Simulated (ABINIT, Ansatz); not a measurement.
# Li3ClO (Pm-3m): modes at Γ and the response to a field, part 2 of 3

Which modes does Li3ClO (Pm-3m) have at the zone centre?

ABINIT 10.8.3; DFT LDA, scalar-relativistic, plane waves, PseudoDojo norm-conserving pseudopotentials.

So far. Step 3 (Self-consistent run for the response): The cell stands at -0.41 GPa: the relaxation ran with a smoothed and higher cutoff, and the difference is a stress of the finite basis. Step 5 (Linear response at Γ): The acoustic modes at Γ come out as far as 4.4 cm⁻¹ from zero, where they should vanish, a small numerical error; the Born charges miss their sum rule by 3.8e-4 e, which is good. The relaxed cell has a = 3.769 Å (conventional setting).

## Step 6: Modes with the sum rule

anaddb reads the merged derivatives, imposes the acoustic sum rule and charge neutrality, and adds the LO-TO term along chosen directions.

anaddb.abi

```
ddb_filepath "gamma_DDB"
output_file "anaddb.abo"
outdata_prefix "anaddb"
asr 1
chneut 1
enunit 2
eivec 1
nph1l 1
qph1l 0.0 0.0 0.0 1.0
dieflag 1
nph2l 3
qph2l 
    1.0 0.0 0.0 0.0
    0.0 0.0 1.0 0.0
    1.0 1.0 1.0 0.0
```

mrgddb.in

```
gamma_DDB
merged
2
dfpt_gammao_DS2_DDB
gso_DDB
```

Command:

```sh
> mrgddb < mrgddb.in > mrgddb.log
> OMP_NUM_THREADS=1 anaddb anaddb.abi > anaddb.log
```

anaddb.abo, the main output file:

```text
[banners, grids, parts of the stress and lines that vanish by symmetry left out]
-outvars_anaddb: echo values of input variables ----------------------

 Flags :
[...]
Dielectric Tensor and Effective Charges
[...]
Effective charge tensors after
[...]
Phonon wavevector (reduced coordinates) :  0.00000  0.00000  0.00000
 Phonon energies in Hartree :
[...]
Phonon energies in meV     :
-  0.000000E+00  0.000000E+00  0.000000E+00  1.975607E+01  1.975607E+01
-  1.975607E+01  2.790397E+01  2.790397E+01  2.790397E+01  4.682571E+01
-  4.682571E+01  4.682571E+01  7.404071E+01  7.404071E+01  7.404071E+01
 Phonon frequencies in cm-1    :
-  0.000000E+00  0.000000E+00  0.000000E+00  1.593435E+02  1.593435E+02
-  1.593435E+02  2.250607E+02  2.250607E+02  2.250607E+02  3.776748E+02
-  3.776748E+02  3.776748E+02  5.971786E+02  5.971786E+02  5.971786E+02
 Phonon frequencies in Thz     :
-  0.000000E+00  0.000000E+00  0.000000E+00  4.776997E+00  4.776997E+00
-  4.776997E+00  6.747150E+00  6.747150E+00  6.747150E+00  1.132241E+01
-  1.132241E+01  1.132241E+01  1.790296E+01  1.790296E+01  1.790296E+01
 Phonon energies in Kelvin  :
-  0.000000E+00  0.000000E+00  0.000000E+00  2.292597E+02  2.292597E+02
-  2.292597E+02  3.238122E+02  3.238122E+02  3.238122E+02  5.433898E+02
-  5.433898E+02  5.433898E+02  8.592068E+02  8.592068E+02  8.592068E+02
[...]
-  1  0.00000000E+00  0.00000000E+00  2.75502618E-03
-     0.00000000E+00  0.00000000E+00  0.00000000E+00
-  2  0.00000000E+00  0.00000000E+00  2.75502502E-03
-     0.00000000E+00  0.00000000E+00  0.00000000E+00
-  3  0.00000000E+00  0.00000000E+00  2.75502464E-03
-     0.00000000E+00  0.00000000E+00  0.00000000E+00
-  4  0.00000000E+00  0.00000000E+00  2.75502392E-03
-     0.00000000E+00  0.00000000E+00  0.00000000E+00
-  5  0.00000000E+00  0.00000000E+00  2.75502392E-03
-     0.00000000E+00  0.00000000E+00  0.00000000E+00
[...]
-  1  0.00000000E+00  2.75502618E-03  0.00000000E+00
-     0.00000000E+00  0.00000000E+00  0.00000000E+00
-  2  0.00000000E+00  2.75502502E-03  0.00000000E+00
-     0.00000000E+00  0.00000000E+00  0.00000000E+00
-  3  0.00000000E+00  2.75502392E-03  0.00000000E+00
-     0.00000000E+00  0.00000000E+00  0.00000000E+00
-  4  0.00000000E+00  2.75502464E-03  0.00000000E+00
-     0.00000000E+00  0.00000000E+00  0.00000000E+00
-  5  0.00000000E+00  2.75502392E-03  0.00000000E+00
-     0.00000000E+00  0.00000000E+00  0.00000000E+00
[...]
-  1  2.75502618E-03  0.00000000E+00  0.00000000E+00
-     0.00000000E+00  0.00000000E+00  0.00000000E+00
-  2  2.75502502E-03  0.00000000E+00  0.00000000E+00
-     0.00000000E+00  0.00000000E+00  0.00000000E+00
-  3  2.75502392E-03  0.00000000E+00  0.00000000E+00
-     0.00000000E+00  0.00000000E+00  0.00000000E+00
-  4  2.75502392E-03  0.00000000E+00  0.00000000E+00
-     0.00000000E+00  0.00000000E+00  0.00000000E+00
[...]
-  5  7.75942622E-03  0.00000000E+00  0.00000000E+00
-     0.00000000E+00  0.00000000E+00  0.00000000E+00
[...]
-     1         -0.000000    -0.000000    -0.000001     0.000001
-     2         -0.000000    -0.000001     0.000000     0.000001
[...]
-   1     Real    0.0000E+00  0.0000E+00  0.0000E+00  0.0000E+00  0.0000E+00  0.0000E+00  0.0000E+00
[...]
-   2     Real    0.0000E+00  0.0000E+00  0.0000E+00  0.0000E+00  0.0000E+00  0.0000E+00  0.0000E+00
[...]
-   3     Real    0.0000E+00  0.0000E+00  0.0000E+00  0.0000E+00  0.0000E+00  0.0000E+00  0.0000E+00
[...]
-   4     Real    0.0000E+00  0.0000E+00  1.3334E-04  0.0000E+00  7.3806E-10 -9.5666E-10  1.3334E-04
[...]
-   5     Real    0.0000E+00  1.3334E-04  0.0000E+00 -7.0287E-10  0.0000E+00  9.5667E-10  1.3334E-04
[...]
-   6     Real    1.3334E-04  0.0000E+00  0.0000E+00  7.0288E-10 -7.3805E-10  0.0000E+00  1.3334E-04
[...]
-   7     Real    0.0000E+00  0.0000E+00  0.0000E+00  0.0000E+00  0.0000E+00  0.0000E+00  0.0000E+00
[...]
-   8     Real    0.0000E+00  0.0000E+00  0.0000E+00  0.0000E+00  0.0000E+00  0.0000E+00  0.0000E+00
[...]
-   9     Real    0.0000E+00  0.0000E+00  0.0000E+00  0.0000E+00  0.0000E+00  0.0000E+00  0.0000E+00
[...]
-  10     Real    5.7522E-14  1.4655E-13  2.1403E-04 -9.1813E-14  3.5087E-09 -5.6004E-09  2.1403E-04
[...]
-  11     Real    1.1336E-12  2.1403E-04  1.4653E-13  1.5576E-08  4.0757E-13  5.6002E-09  2.1403E-04
[...]
-  12     Real    2.1403E-04  1.1336E-12  5.7535E-14 -1.5576E-08 -3.5091E-09  2.5539E-13  2.1403E-04
[...]
-  13     Real    3.5336E-13  0.0000E+00  1.1523E-04  0.0000E+00 -6.3809E-09 -9.2592E-13  1.1523E-04
[...]
-  14     Real    0.0000E+00  1.1523E-04  0.0000E+00  1.6589E-10  0.0000E+00  9.3511E-13  1.1523E-04
[...]
-  15     Real    1.1523E-04  0.0000E+00  3.5336E-13 -1.6589E-10  6.3809E-09  0.0000E+00  1.1523E-04
[...]
Phonon at Gamma, with non-analyticity in the
[...]
Phonon energies in Hartree :
[...]
Phonon energies in meV     :
[...]
Phonon frequencies in cm-1    :
[...]
Phonon frequencies in Thz     :
[...]
Phonon energies in Kelvin  :
[...]
-  3.238122E+02  3.238122E+02  3.238122E+02  3.327190E+02  5.433898E+02
-  5.433898E+02  6.990990E+02  8.592068E+02  8.592068E+02  9.866578E+02
[...]
-  1  0.00000000E+00  0.00000000E+00 -2.75502619E-03
-     0.00000000E+00  0.00000000E+00  0.00000000E+00
-  2  0.00000000E+00  0.00000000E+00 -2.75502502E-03
-     0.00000000E+00  0.00000000E+00  0.00000000E+00
-  3  0.00000000E+00  0.00000000E+00 -2.75502465E-03
-     0.00000000E+00  0.00000000E+00  0.00000000E+00
-  4  0.00000000E+00  0.00000000E+00 -2.75502392E-03
-     0.00000000E+00  0.00000000E+00  0.00000000E+00
-  5  0.00000000E+00  0.00000000E+00 -2.75502392E-03
-     0.00000000E+00  0.00000000E+00  0.00000000E+00
[...]
Phonon at Gamma, with non-analyticity in the
[...]
Phonon energies in Hartree :
[...]
Phonon energies in meV     :
-  0.000000E+00  0.000000E+00  0.000000E+00  1.975607E+01  1.975607E+01
-  2.790397E+01  2.790397E+01  2.790397E+01  2.867150E+01  4.682571E+01
-  4.682571E+01  6.024369E+01  7.404071E+01  7.404071E+01  8.502359E+01
 Phonon frequencies in cm-1    :
-  0.000000E+00  0.000000E+00  0.000000E+00  1.593435E+02  1.593435E+02
[...]
Phonon frequencies in Thz     :
[...]
Phonon energies in Kelvin  :
[...]
Phonon at Gamma, with non-analyticity in the
[...]
Phonon energies in Hartree :
[...]
Phonon energies in meV     :
[...]
Phonon frequencies in cm-1    :
[...]
Phonon frequencies in Thz     :
[...]
Phonon energies in Kelvin  :
[...]
-  3.238122E+02  3.238122E+02  3.238122E+02  3.327190E+02  5.433898E+02
-  5.433898E+02  6.990990E+02  8.592068E+02  8.592068E+02  9.866578E+02
[...]
-  4 -8.06852926E-04 -4.12066047E-03  2.73011032E-04
-     0.00000000E+00  0.00000000E+00  0.00000000E+00
-  5  6.22799933E-03  5.33841894E-04  2.73011032E-04
-     0.00000000E+00  0.00000000E+00  0.00000000E+00
[...]
Direction                     Dielectric constant
[...]
0.00000   0.00000   1.00000     15.14820446
   1.00000   1.00000   1.00000     15.14820446
-
```

It took 0.57 s on 1 thread of Arm Neoverse V1, shared host.

This step gave:

```yaml
lowest_optical_zone_centre_mode: 159.3 cm⁻¹
mean_static_dielectric_constant: 15.15
highest_mode_moved_by_the_lo_to_term: 685.8 cm⁻¹
```

No LO-TO term; unit eigenvectors of the mass-weighted matrix, from anaddb's displacements. Modes at Γ, with each element's share of the kinetic energy:

| mode | frequency (cm⁻¹) | symmetry | Cl % | O % | Li % |
| --- | --- | --- | --- | --- | --- |
| 1 | 0.0 | acoustic | 49 | 22 | 29 |
| 2 | 0.0 | acoustic | 49 | 22 | 29 |
| 3 | 0.0 | acoustic | 49 | 22 | 29 |
| 4 | 159.3 | T1u | 47 | 7 | 45 |
| 5 | 159.3 | T1u | 47 | 7 | 45 |
| 6 | 159.3 | T1u | 47 | 7 | 45 |
| 7 | 225.1 | T2u | 0 | 0 | 100 |
| 8 | 225.1 | T2u | 0 | 0 | 100 |
| 9 | 225.1 | T2u | 0 | 0 | 100 |
| 10 | 377.7 | T1u | 4 | 49 | 47 |
| 11 | 377.7 | T1u | 4 | 49 | 47 |
| 12 | 377.7 | T1u | 4 | 49 | 47 |
| 13 | 597.2 | T1u | 0 | 21 | 79 |
| 14 | 597.2 | T1u | 0 | 21 | 79 |
| 15 | 597.2 | T1u | 0 | 21 | 79 |

Displacements in mode 4 (159.3 cm⁻¹), the largest set to 1:
```
Cl1  0.00  0.00  0.70
O2   0.00  0.00 -0.41
Li3  0.00  0.00 -0.63
Li4  0.00  0.00 -1.00
Li5  0.00  0.00 -1.00
```

Displacements in mode 13 (597.2 cm⁻¹), the largest set to 1:
```
Cl1  0.00  0.00 -0.01
O2   0.00  0.00  0.35
Li3  0.00  0.00 -1.00
Li4  0.00  0.00  0.13
Li5  0.00  0.00  0.13
```

Trace of the oscillator strength, degenerate modes summed. Infrared lines, with heights relative to the strongest:

| position (cm⁻¹) | lines merged | IR intensity, relative |
| --- | --- | --- |
| 159 | 3 | 62 |
| 225 | 3 | 0.0 |
| 378 | 3 | 100 |
| 597 | 3 | 54 |

Static dielectric tensor (ions relaxed, fixed cell):

```
15.15  0.00  0.00
 0.00 15.15  0.00
 0.00  0.00 15.15
```

The rule moves no optical mode by more than 0.1 cm⁻¹.

## Step 7: Sum rules set otherwise (asr 0)

Without the rule the raw error of the acoustic modes shows.

anaddb.abi, as its differences from that of step 6:

```diff
@@ -3,4 +3,4 @@
 outdata_prefix "anaddb"
-asr 1
-chneut 1
+asr 0
+chneut 0
 enunit 2
```

mrgddb.in is that of step 6.

anaddb.abo, the main output file:

```text
[banners, grids, parts of the stress and lines that vanish by symmetry left out]
-outvars_anaddb: echo values of input variables ----------------------

 Flags :
[...]
Dielectric Tensor and Effective Charges
[...]
Effective charge tensors after
[...]
Phonon wavevector (reduced coordinates) :  0.00000  0.00000  0.00000
 Phonon energies in Hartree :
[...]
Phonon energies in meV     :
-  5.493081E-01  5.493082E-01  5.493082E-01  1.975869E+01  1.975869E+01
-  1.975869E+01  2.790400E+01  2.790400E+01  2.790400E+01  4.683278E+01
-  4.683278E+01  4.683278E+01  7.404263E+01  7.404263E+01  7.404263E+01
 Phonon frequencies in cm-1    :
-  4.430469E+00  4.430469E+00  4.430469E+00  1.593646E+02  1.593646E+02
-  1.593646E+02  2.250609E+02  2.250609E+02  2.250609E+02  3.777318E+02
-  3.777318E+02  3.777318E+02  5.971940E+02  5.971940E+02  5.971940E+02
 Phonon frequencies in Thz     :
-  1.328221E-01  1.328221E-01  1.328221E-01  4.777630E+00  4.777630E+00
-  4.777630E+00  6.747157E+00  6.747157E+00  6.747157E+00  1.132412E+01
-  1.132412E+01  1.132412E+01  1.790343E+01  1.790343E+01  1.790343E+01
 Phonon energies in Kelvin  :
-  6.374456E+00  6.374456E+00  6.374457E+00  2.292901E+02  2.292901E+02
-  2.292901E+02  3.238125E+02  3.238125E+02  3.238125E+02  5.434718E+02
-  5.434718E+02  5.434718E+02  8.592290E+02  8.592290E+02  8.592290E+02
[...]
-  1  0.00000000E+00  0.00000000E+00 -2.75632697E-03
-     0.00000000E+00  0.00000000E+00  0.00000000E+00
-  2  0.00000000E+00  0.00000000E+00 -2.75338472E-03
-     0.00000000E+00  0.00000000E+00  0.00000000E+00
-  3  0.00000000E+00  0.00000000E+00 -2.75394067E-03
-     0.00000000E+00  0.00000000E+00  0.00000000E+00
-  4  0.00000000E+00  0.00000000E+00 -2.75413277E-03
-     0.00000000E+00  0.00000000E+00  0.00000000E+00
-  5  0.00000000E+00  0.00000000E+00 -2.75413277E-03
-     0.00000000E+00  0.00000000E+00  0.00000000E+00
[...]
-  1  0.00000000E+00 -2.75632697E-03  0.00000000E+00
-     0.00000000E+00  0.00000000E+00  0.00000000E+00
-  2  0.00000000E+00 -2.75338472E-03  0.00000000E+00
-     0.00000000E+00  0.00000000E+00  0.00000000E+00
-  3  0.00000000E+00 -2.75413277E-03  0.00000000E+00
-     0.00000000E+00  0.00000000E+00  0.00000000E+00
-  4  0.00000000E+00 -2.75394067E-03  0.00000000E+00
-     0.00000000E+00  0.00000000E+00  0.00000000E+00
-  5  0.00000000E+00 -2.75413277E-03  0.00000000E+00
-     0.00000000E+00  0.00000000E+00  0.00000000E+00
[...]
-  1  2.75632697E-03  0.00000000E+00  0.00000000E+00
-     0.00000000E+00  0.00000000E+00  0.00000000E+00
-  2  2.75338472E-03  0.00000000E+00  0.00000000E+00
-     0.00000000E+00  0.00000000E+00  0.00000000E+00
-  3  2.75413277E-03  0.00000000E+00  0.00000000E+00
-     0.00000000E+00  0.00000000E+00  0.00000000E+00
-  4  2.75413277E-03  0.00000000E+00  0.00000000E+00
-     0.00000000E+00  0.00000000E+00  0.00000000E+00
[...]
-  5  7.75889647E-03  0.00000000E+00  0.00000000E+00
-     0.00000000E+00  0.00000000E+00  0.00000000E+00
[...]
-     1         -0.000000    -0.000000     0.000397     0.000397
-     2         -0.000000     0.000397     0.000000     0.000397
[...]
-   1     Real    0.0000E+00  0.0000E+00  5.9758E-12  0.0000E+00  0.0000E+00  0.0000E+00  5.9758E-12
[...]
-   2     Real    0.0000E+00  5.9758E-12  0.0000E+00  0.0000E+00  0.0000E+00  0.0000E+00  5.9758E-12
[...]
-   3     Real    5.9758E-12  0.0000E+00  0.0000E+00  0.0000E+00  0.0000E+00  0.0000E+00  5.9758E-12
[...]
-   4     Real    0.0000E+00  1.2436E-13  1.3338E-04  0.0000E+00 -3.0993E-10  4.0727E-09  1.3338E-04
[...]
-   5     Real    1.6606E-13  1.3338E-04  1.2436E-13 -4.7062E-09  1.4370E-13 -4.0727E-09  1.3338E-04
[...]
-   6     Real    1.3338E-04  1.6606E-13  0.0000E+00  4.7062E-09  3.0978E-10  1.0931E-14  1.3338E-04
[...]
-   7     Real    0.0000E+00  0.0000E+00  0.0000E+00  0.0000E+00  0.0000E+00  0.0000E+00  0.0000E+00
[...]
-   8     Real    0.0000E+00  0.0000E+00  0.0000E+00  0.0000E+00  0.0000E+00  0.0000E+00  0.0000E+00
[...]
-   9     Real    0.0000E+00  0.0000E+00  0.0000E+00  0.0000E+00  0.0000E+00  0.0000E+00  0.0000E+00
[...]
-  10     Real    0.0000E+00  8.5341E-14  2.1393E-04  1.1140E-14 -5.5775E-10 -4.2728E-09  2.1393E-04
[...]
-  11     Real    3.1341E-12  2.1393E-04  8.5338E-14 -2.5894E-08 -5.1717E-13  4.2728E-09  2.1393E-04
[...]
-  12     Real    2.1393E-04  3.1341E-12  0.0000E+00  2.5894E-08  5.5827E-10  6.7572E-14  2.1393E-04
[...]
-  13     Real    1.4552E-13  0.0000E+00  1.1525E-04  0.0000E+00  4.0953E-09 -1.8218E-10  1.1525E-04
[...]
-  14     Real    0.0000E+00  1.1525E-04  0.0000E+00  1.2891E-10  0.0000E+00  1.8218E-10  1.1525E-04
[...]
-  15     Real    1.1525E-04  0.0000E+00  1.4552E-13 -1.2890E-10 -4.0953E-09  0.0000E+00  1.1525E-04
[...]
Phonon at Gamma, with non-analyticity in the
[...]
Phonon energies in Hartree :
[...]
Phonon energies in meV     :
[...]
Phonon frequencies in cm-1    :
[...]
Phonon frequencies in Thz     :
[...]
Phonon energies in Kelvin  :
[...]
-  3.238125E+02  3.238125E+02  3.238125E+02  3.327932E+02  5.434718E+02
-  5.434718E+02  6.991060E+02  8.592290E+02  8.592290E+02  9.866853E+02
[...]
-  1  0.00000000E+00  0.00000000E+00  2.75632697E-03
-     0.00000000E+00  0.00000000E+00  0.00000000E+00
-  2  0.00000000E+00  0.00000000E+00  2.75338472E-03
-     0.00000000E+00  0.00000000E+00  0.00000000E+00
-  3  0.00000000E+00  0.00000000E+00  2.75394067E-03
-     0.00000000E+00  0.00000000E+00  0.00000000E+00
-  4  0.00000000E+00  0.00000000E+00  2.75413277E-03
-     0.00000000E+00  0.00000000E+00  0.00000000E+00
-  5  0.00000000E+00  0.00000000E+00  2.75413277E-03
-     0.00000000E+00  0.00000000E+00  0.00000000E+00
[...]
Phonon at Gamma, with non-analyticity in the
[...]
Phonon energies in Hartree :
[...]
Phonon energies in meV     :
-  5.493082E-01  5.493082E-01  5.493174E-01  1.975869E+01  1.975869E+01
-  2.790400E+01  2.790400E+01  2.790400E+01  2.867790E+01  4.683278E+01
-  4.683278E+01  6.024430E+01  7.404263E+01  7.404263E+01  8.502596E+01
 Phonon frequencies in cm-1    :
-  4.430469E+00  4.430469E+00  4.430544E+00  1.593646E+02  1.593646E+02
[...]
Phonon frequencies in Thz     :
[...]
Phonon energies in Kelvin  :
[...]
Phonon at Gamma, with non-analyticity in the
[...]
Phonon energies in Hartree :
[...]
Phonon energies in meV     :
[...]
Phonon frequencies in cm-1    :
[...]
Phonon frequencies in Thz     :
[...]
Phonon energies in Kelvin  :
[...]
-  3.238125E+02  3.238125E+02  3.238125E+02  3.327932E+02  5.434718E+02
-  5.434718E+02  6.991060E+02  8.592290E+02  8.592290E+02  9.866853E+02
[...]
-  4 -8.06640494E-04 -4.12067646E-03  2.72894486E-04
-     0.00000000E+00  0.00000000E+00  0.00000000E+00
-  5  6.22750230E-03  5.33746008E-04  2.72894486E-04
-     0.00000000E+00  0.00000000E+00  0.00000000E+00
[...]
Direction                     Dielectric constant
[...]
0.00000   0.00000   1.00000     15.14674628
   1.00000   1.00000   1.00000     15.14674628
-
```

Elapsed: 0.53 s, on 1 thread.

Numbers from this step:

```yaml
lowest_optical_zone_centre_mode: 159.4 cm⁻¹
```

Zone-centre frequencies as printed; negative means imaginary. Modes:

| mode | frequency (cm⁻¹) |
| --- | --- |
| 1 | 4.43 |
| 2 | 4.43 |
| 3 | 4.43 |
| 4 | 159.4 |
| 5 | 159.4 |
| 6 | 159.4 |
| 7 | 225.1 |
| 8 | 225.1 |
| 9 | 225.1 |
| 10 | 377.7 |
| 11 | 377.7 |
| 12 | 377.7 |
| 13 | 597.2 |
| 14 | 597.2 |
| 15 | 597.2 |

(Part 2 of 3 ends here.)

[Host names and launcher messages were left out of these logs when they were recorded.]

[Logs are printed without paths, hosts, clocks, repeated set-up lines and the standing remarks that a program may print on its own settings, such as how far it seeks lower states.]

[Hosts, paths, dates, database ids (printed as entryN), source tags and the programs' standing remarks are cut or masked in the printed files.]
